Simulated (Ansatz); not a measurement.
# Co(0001) film of 4 layers: electron–phonon coupling and resistivity, part 4 of 4

How good a conductor is Co(0001) film of 4 layers when only phonons scatter, and how much computing does the answer need?

Ansatz 0.2.0; DFT LDA, scalar-relativistic, plane waves, PAW.

So far, log mean phonon energy ħω_log, spin up (meV): step 6 (electron–phonon run: q 2×2×1, k 8×8×1, scattering 12×12×1) 20.3. Also resistivity at 300 K (μΩ cm): step 6 8.98.

## (7) Resistivity: q 3×3×1, k 12×12×1, scattering 18×18×1

The next rung changes the q mesh, which sets the reach of the force constants and couplings; the k mesh of the density and its response; the scattering mesh, which samples the Fermi surface.

input.yaml reads:

```yaml
crystal:
  lattice:
    - [2.3942852988, 2.7598e-06, 0.0]
    - [-1.1971450395, 2.0735105127, 0.0]
    - [0.0, 0.0, 36.0687825065]
  atoms:
    - { symbol: Co, position: [0.3333333333, 0.6666666667, 0.1562195678], spin: 1.8 }
    - { symbol: Co, position: [0.6666666667, 0.3333333333, 0.2094977612], spin: 1.71 }
    - { symbol: Co, position: [0.3333333333, 0.6666666667, 0.2655498786], spin: 1.71 }
    - { symbol: Co, position: [0.6666666667, 0.3333333333, 0.318828072], spin: 1.8 }
  periodic: [true, true, false]
kpoints:
  mp_grid: { grid: [12, 12, 1] }
hamiltonian:
  xc: lda
scf:
  occupations: { method: gaussian, width: 0.15 }
output:
  eigenvalues: true
  populations: true
magnetization:
  spin_polarized: true
phonons:
  method: dfpt
  qmesh: [3, 3, 1]
  temperatures: { t_max: 1000, t_step: 50 }
  qpath:
    path:
      - [0.0, 0.0, 0.0]
      - [0.5, 0.0, 0.0]
      - [0.33333333, 0.33333333, 0.0]
      - [0.0, 0.0, 0.0]
    npoints: 10
  electrical_resistivity:
    mesh: [18, 18, 1]
    temperatures: [20.0, 50.0, 77.0, 100.0, 150.0, 200.0, 300.0, 400.0, 600.0, 800.0]
```

On the command line:

```sh
$ ansatz run input.yaml --threads 4 --pin off --max-ram 16384MiB --backend cpu --events-out ev --progress --plain --runs-dir out
```

Numbers of over 12 decimals in the logs are rounded to 6 here.

The program printed:

```text
[...]
Crystal: 4 atoms, lattice volume = 179.066 Å³
Basis set: ecut = 420 eV, 3343 PW (Γ), exchange–correlation on 36×36×486 points (8 copies of the dense FFT grid, shifted against one another)
Bands: 46, of which v1, the nominal top of the filled ones, is band 34 counted from 1 (33 counted from 0)
Symmetry: 12 space group operations
[...]
k-points: 19 of 144
[...]
Starting moments: Σ|m| = 7.02 μB on 4 of 4 sites
[...]
SCF 1 converged in 18 iterations: F = -20249.346706 eV  dr2 = 6.23e-12
[...]
k-points: 19 of 144 (irreducible under 6 space group operations, time reversal used)
[...]
SCF iter  12: F=-20249.346706 eV  HF=-20249.346706 eV  |F-HF|=2.33e-10  |Δ(HF+E_count)|=  5.09e-11  Δρ=4.42e-8 (↑4.42e-8 ↓3.17e-8)  dr2=7.47e-12  dr2_m=4.84e-13  M=6.247 μB ∫|m|=6.630 μB  ethr=1.00e-12  ⟨swp⟩=11.3  Hψ=11671  notcnv=0
SCF 2 converged in 12 iterations: F = -20249.346706 eV  dr2 = 7.47e-12
[...]
SCF iter  12: F=-20249.346706 eV  HF=-20249.346706 eV  |F-HF|=3.49e-10  |Δ(HF+E_count)|=  6.91e-11  Δρ=4.40e-8 (↑4.40e-8 ↓3.15e-8)  dr2=7.40e-12  dr2_m=4.94e-13  M=6.247 μB ∫|m|=6.630 μB  ethr=1.00e-12  ⟨swp⟩=3.1  Hψ=5519  notcnv=0
SCF 3 converged in 12 iterations: F = -20249.346706 eV  dr2 = 7.40e-12
[...]
SCF converged after 12 iterations
Magnetization: 6.2475 μB (37.1237 up, 30.8763 down)
Absolute magnetization: 6.6325 μB (∫|ρ↑−ρ↓|, with the PAW one-centre terms)
[...]
Per-site moments (μB) at R_I (Å): [(1.634233, 0.976477), (1.558204, 0.976477), (1.558204, 0.976477), (1.634233, 0.976477)]
Free energy (F): -20249.346706 eV
[...]
Internal energy: -20249.304420 eV  (E = F + TS)
E sigma→0 (E₀):  -20249.325563 eV
Entropy (-TS):   -0.042285 eV (-10.571 meV/atom)
Fermi energy:    -5.464567 eV
[...]
--- Band table (eV; the first three rows and the last of 38) ---
  k-point 0 ↑: bands = [... 30 lower, -7.8592, -7.0877, -7.0877, -6.6704, -6.6704, -6.3958, -6.2160, -6.2160, ... 8 higher]
  k-point 1 ↑: bands = [... 30 lower, -7.7452, -7.2537, -7.1343, -6.9497, -6.7774, -6.7005, -6.4368, -6.2190, ... 8 higher]
  k-point 2 ↑: bands = [... 30 lower, -7.5824, -7.4319, -7.3756, -7.1298, -6.8288, -6.7448, -6.2289, -6.0707, ... 8 higher]
  k-point 18 ↓: bands = [... 30 lower, -5.4453, -4.7723, -4.6845, -4.6845, -4.4342, -4.4342, 0.9635, 1.4848, ... 8 higher]
  ° read free of the cell's end (the report's vacuum.weakly_bound_levels)
[...]
ASR residual: 7.504e-5 → 0.000e0 eV/Å²; symmetrization residual: 4.744e-6 eV/Å²
[...]
ASR residual per site (eV/Å²): 7.50e-5 2.52e-5 2.48e-5 7.50e-5
[...]
--- Phonons (arbitrary-q DFPT): 3 irreducible q on the 3×3×1 mesh ---
[...]
interpolated dispersion: 31 rows × 12 modes
[...]
--- Electrical resistivity: potentials and phonons of a 3×3×1 supercell ---
[...]
at the Fermi level of each mesh (of a tensor half of its trace):
[...]
18×18×1     up              0.6159              2.4187    0.0699    0.0595          20.721
        18×18×1   down              2.7256              2.1865    0.5210    0.4472          22.480
          9×9×1     up              0.5546              2.4421    0.0655    0.0609          21.145
          9×9×1   down              2.9510              1.8934    0.5379    0.4905          23.534
  resistivity on the deck's mesh, µΩ·cm:
[...]
20.00     2.0048e-3             yes     2.0048e-3     2.0048e-3      0.0000e0       7.2761e-3         8.2651e-3
     50.00     1.6803e-1              no     1.6803e-1     1.6803e-1      0.0000e0       2.7662e-1         2.5958e-1
     77.00     7.5878e-1             yes     7.5878e-1     7.5878e-1      0.0000e0        1.0274e0          1.0042e0
    100.00      1.5451e0              no      1.5451e0      1.5451e0      0.0000e0        1.9087e0          1.9381e0
    150.00      3.6251e0              no      3.6251e0      3.6251e0      0.0000e0        4.0778e0          4.3323e0
    200.00      5.7652e0              no      5.7652e0      5.7652e0      0.0000e0        6.2799e0          6.7680e0
    300.00      9.8317e0              no      9.8317e0      9.8317e0      0.0000e0        1.0546e1          1.1396e1
    400.00      1.3713e1              no      1.3713e1      1.3713e1      0.0000e0        1.4778e1          1.5817e1
    600.00      2.1465e1              no      2.1465e1      2.1465e1      0.0000e0        2.4142e1          2.4625e1
    800.00      2.9557e1              no      2.9557e1      2.9557e1      0.0000e0        3.5740e1          3.3793e1
  sheet resistance at 20 K: 0.005558 Ω
[...]
sheet resistance at 50 K: 0.4659 Ω
[...]
sheet resistance at 77 K: 2.104 Ω
[...]
sheet resistance at 100 K: 4.284 Ω
[...]
sheet resistance at 150 K: 10.05 Ω
[...]
sheet resistance at 200 K: 15.98 Ω
[...]
sheet resistance at 300 K: 27.26 Ω
[...]
sheet resistance at 400 K: 38.02 Ω
[...]
sheet resistance at 600 K: 59.51 Ω
[...]
sheet resistance at 800 K: 81.95 Ω
[...]
vibrations of 9 cells: unjudged by the run; compare a larger repeat
[...]
--- Löwdin populations: 4 sites ---
  site symbol       q [e]    m [muB]
     0     Co     16.7934     1.6508
     1     Co     16.7934     1.5621
     2     Co     16.7934     1.5621
     3     Co     16.7934     1.6508
  spilling = 0.012155 (of n_electrons = 68.000000)
```

It took 36 min on 4 threads of Arm Neoverse V2, shared host; peak memory 4.7 GiB.

This step gave:

```
magnetization                                     : 6.247 μB
absolute magnetization                            : 6.633 μB
site moments                                      : 1.634, 1.558, 1.558, 1.634 μB
zero point energy                                 : 0.1624 eV/cell
highest frequency, solved or plainly interpolated : 346.7 cm⁻¹
sheet resistance 300K                             : 27.26 Ω/square, mean in the plane
resistivity at 300 K                              : 9.832 μΩ cm, mean of the axes, of the whole cell with its vacuum
coupling constant λ, spin up                      : 0.06993
coupling constant λ, spin down                    : 0.521
log mean phonon energy ħω_log, spin up            : 20.72 meV
log mean phonon energy ħω_log, spin down          : 22.48 meV
density of states at the Fermi level, spin up     : 0.6159 states/eV a spin and cell
density of states at the Fermi level, spin down   : 2.726 states/eV a spin and cell
transport coupling constant λ_tr, spin up         : 0.05946, 0.05946, 0 (xx, yy, zz)
transport coupling constant λ_tr, spin down       : 0.4472, 0.4472, 0 (xx, yy, zz)
Drude plasma energy, spin up                      : 2.419, 2.419, 0 eV (xx, yy, zz)
```

Solved on the 3×3×1 mesh alone; all other wavevectors are interpolated. The phonon branches at the labelled points (cm⁻¹):

```tsv
point	branch 1	branch 2	branch 3	branch 4	branch 9	branch 10	branch 11	branch 12
Γ	0	0	0	67	140	143	272	301
halfway	104	121	136	136	244	263	283	287
M	168	172	177	178	302	309	343	347
halfway	168	180	189	202	296	301	331	336
K	175	175	201	201	294	304	304	310
halfway	118	138	153	160	254	276	285	290
Γ	0	0	0	67	140	143	272	301
```

One curve a spin channel. Table of Eliashberg function α²F by phonon energy:

```tsv
phonon energy (meV)	α²F up	α²F tr up	α²F down	α²F tr down
2.5	2.9e-4	0	8.8e-4	2.0e-4
5.0	0.00212	3.4e-4	0.00543	0.00132
7.5	0.00413	9.0e-4	0.0127	0.00467
10.0	0.006	0.00153	0.0270	0.0114
12.5	0.00607	0.00247	0.0443	0.0281
15.0	0.0117	0.00598	0.0958	0.0525
17.5	0.0296	0.0174	0.250	0.0958
20.0	0.0363	0.0366	0.298	0.246
22.5	0.0351	0.0423	0.275	0.211
25.0	0.0208	0.0202	0.153	0.128
27.5	0.0165	0.0170	0.156	0.135
30.0	0.0232	0.0253	0.212	0.201
32.5	0.0100	0.0126	0.0846	0.0998
35.0	0.0408	0.0398	0.303	0.298
37.5	0.0239	0.0258	0.197	0.247
40.0	0.0345	0.0364	0.203	0.373
42.5	0.0121	0.0136	0.125	0.160
```

Of the whole cell with its vacuum, so only the sheet resistance is a property of the layer; the means are those of the plane. Resistivity, by row:

```tsv
T (K)	ρ_xx (μΩ cm)	ρ_yy	ρ_zz	ρ by Ziman's lowest order, mean	ρ by relaxation times, mean	within 2 % of the coarser mesh
20	0.002005	0.002005	-	0.007276	0.008265	yes
50	0.168	0.168	-	0.2766	0.2596	no
77	0.7588	0.7588	-	1.027	1.004	yes
100	1.545	1.545	-	1.909	1.938	no
150	3.625	3.625	-	4.078	4.332	no
200	5.765	5.765	-	6.28	6.768	no
300	9.832	9.832	-	10.55	11.4	no
400	13.71	13.71	-	14.78	15.82	no
600	21.47	21.47	-	24.14	24.62	no
800	29.56	29.56	-	35.74	33.79	no
```

The cell's resistivity over its height. Table of sheet resistance, along x by temperature:

```tsv
temperature (K)	sheet resistance, along x (Ω/square)
20	0.00556
50	0.466
77	2.10
100	4.28
150	10.1
200	16.0
300	27.3
400	38.0
600	59.5
800	82.0
```

Some points of the scattering mesh along the symmetry lines, up to three branches each (those of largest λ), at most 39 rows; the frequencies are those of the scattering step, which can differ from the solved and plainly interpolated ones; single rows converge slowly. Mode couplings:

```tsv
q1	q2	q3	branch	ħω (meV)	λ_q	half width (meV)
0.3333	0	0	1	17.02	0.051	0.0775
0.3333	0	0	8	30.44	0.0519	0.253
0.3333	0	0	9	33.88	0.0399	0.24
0.3889	0.2222	0	1	20.89	0.0325	0.0744
0.3889	0.2222	0	2	22.56	0.0555	0.148
0.3889	0.2222	0	4	26.17	0.0337	0.121
0.2778	0.2778	0	1	20.31	0.0581	0.126
0.2778	0.2778	0	2	22.2	0.0491	0.127
0.2778	0.2778	0	12	39.8	0.0414	0.344
0.1111	0.1111	0	2	12.95	0.101	0.0885
0.1111	0.1111	0	4	15.59	0.142	0.181
0.1111	0.1111	0	6	21.17	0.122	0.286
```

Largest shares of lambda; single rows converge slowly. Strongest modes:

```tsv
q1	q2	q3	star	branch	ħω (meV)	λ_q	half width (meV)
0	0.05556	0	6	9	18.46	0.7873	1.408
0.05556	0.05556	0	6	8	18.74	0.528	0.9732
0	0.1111	0	6	9	21.38	0.2814	0.6753
0.05556	0.1111	0	12	2	9.85	0.1363	0.06941
0	0.05556	0	6	3	6.531	0.2167	0.04851
0	0.05556	0	6	8	17.8	0.2062	0.3429
0.05556	0.1111	0	12	9	23.68	0.09446	0.278
0.1667	0.2222	0	12	1	16.93	0.08908	0.134
```

300 K. Cumulative share of the conductivity, along x against mean free path:

```tsv
mean free path (nm)	cumulative share of the conductivity, along x
1	0.00242
1.12	0.00268
1.41	0.00416
1.58	0.00531
2.00	0.0106
2.24	0.0157
2.51	0.0227
3.16	0.0377
3.55	0.0409
4.47	0.0452
5.01	0.0487
6.31	0.0622
7.08	0.0676
7.94	0.0732
10	0.0738
11.2	0.0741
14.1	0.0747
15.8	0.0749
17.8	0.0752
22.4	0.0774
25.1	0.0817
31.6	0.130
35.5	0.186
44.7	0.244
50.1	0.321
56.2	0.463
70.8	0.798
79.4	0.931
100	0.973
112	0.998
```

Resistivity by mesh:

```tsv
mesh	T (K)	mean rho (μΩ cm)
18x18x1	20	0.002005
18x18x1	300	9.832
18x18x1	800	29.56
9x9x1	20	0.001991
9x9x1	300	10.74
9x9x1	800	32.75
```

No LO-TO term; unit eigenvectors of the mass-weighted matrix. Modes at Γ:

```tsv
mode	frequency (cm⁻¹)	symmetry
1	0.0	unnamed
2	0.0	unnamed
3	0.0	unnamed
4	66.6	Eg
5	66.6	Eg
6	136.9	Eu
7	136.9	Eu
8	139.7	Eg
9	139.7	Eg
10	143.1	A1g
11	271.8	A2u
12	301.3	A1g
```

Displacements in mode 5 (66.6 cm⁻¹), the largest set to 1:
```
Co1  0.07  1.00  0.00
Co2  0.05  0.66  0.00
Co3 -0.05 -0.66  0.00
Co4 -0.07 -1.00  0.00
```

Displacements in mode 9 (139.7 cm⁻¹), the largest set to 1:
```
Co1  0.00 -0.66  0.00
Co2 -0.01  1.00  0.00
Co3  0.01 -1.00  0.00
Co4  0.00  0.66  0.00
```

Harmonic. Thermo, by row:

```tsv
T (K)	F_vib (meV/atom)	S (J/mol-atom/K)	C_V (J/mol-atom/K)
0	40.61	0	0
50	40.44	1.237	3.379
100	38.59	6.32	12.03
150	33.75	12.32	17.38
200	25.93	17.75	20.17
250	15.49	22.43	21.71
300	2.79	26.48	22.62
350	-11.87	30.01	23.2
400	-28.24	33.13	23.59
450	-46.15	35.93	23.86
500	-65.44	38.45	24.06
550	-85.97	40.76	24.21
600	-107.6	42.87	24.32
650	-130.4	44.82	24.41
700	-154.1	46.63	24.48
750	-178.7	48.32	24.54
800	-204.1	49.91	24.59
850	-230.4	51.4	24.63
900	-257.4	52.81	24.66
950	-285.1	54.14	24.69
1000	-313.5	55.41	24.71
```

Some states were left unconverged by the eigensolver. By its own test the run is not converged in the mesh. λ = 0.438 and 27.3 Ω per square at 300 K, against 0.530 and 24.9 in the run with q 2×2×1, k 8×8×1, scattering 12×12×1 (-17.4 % and +9.5 %).

## (8) Outcome

| Property | Result |
| --- | --- |
| run | LDA, q 3×3×1, k 12×12×1, scattering 18×18×1 |
| coupling constant λ | spin up: 0.0699; spin down: 0.521 |
| log mean phonon energy ħω_log | spin up: 20.7 meV; spin down: 22.5 meV |
| states at the Fermi level | spin up: 0.616 states/eV/spin/cell; spin down: 2.73 states/eV/spin/cell |
| sheet resistance at 300 K | 27.3 Ω per square |
| change between its two finest scattering meshes | λ 6 %, resistivity at 300 K 9 % |
| time of that run | 36 min |

In words: On the last rung that gave a resistivity at the base settings (q 3×3×1, k 12×12×1, scattering 18×18×1), Co(0001) film of 4 layers has λ = 0.44 and a phonon-limited sheet resistance of 27.3 Ω per square at 300 K. The coupling is moderate (λ = 0.44), so phonons raise the electrons' mass at the Fermi surface by about 44 % in the mean of the spin channels, weighted by their densities of states. Values of ρ(T) under 50 K rest on the softest modes, mostly interpolated ones, and are the least sure of the table. The three lowest branches give 30 % of λ. By the run's own test, which takes the component that moves most, the resistivity at 300 K moves by 9 % between its two finest scattering meshes, so it is not converged. In the run quoted no mode is imaginary at the wavevectors of the 3×3×1 mesh; wavevectors off that mesh are interpolated. Only scattering by harmonic phonons counts; impurities, grain boundaries, magnons and spin disorder and thermal expansion are left out. The magnetic order is the one started from and need not be the ground state. The resistivity belongs to the whole cell, vacuum included; the sheet resistance is the quantity that does not depend on the vacuum. The c of the given cell is the typed one; the program laid its own vacuum and ran the layer in a cell 36.1 Å high. The structure was built by hand as an ordered model, and its stability against other phases was not tested.

[Logs are printed without paths, hosts, clocks, repeated set-up lines and the standing remarks that a program may print on its own settings, such as how far it seeks lower states.]

[Hosts, paths, dates, database ids (printed as entryN), source tags and the programs' standing remarks are cut or masked in the printed files.]
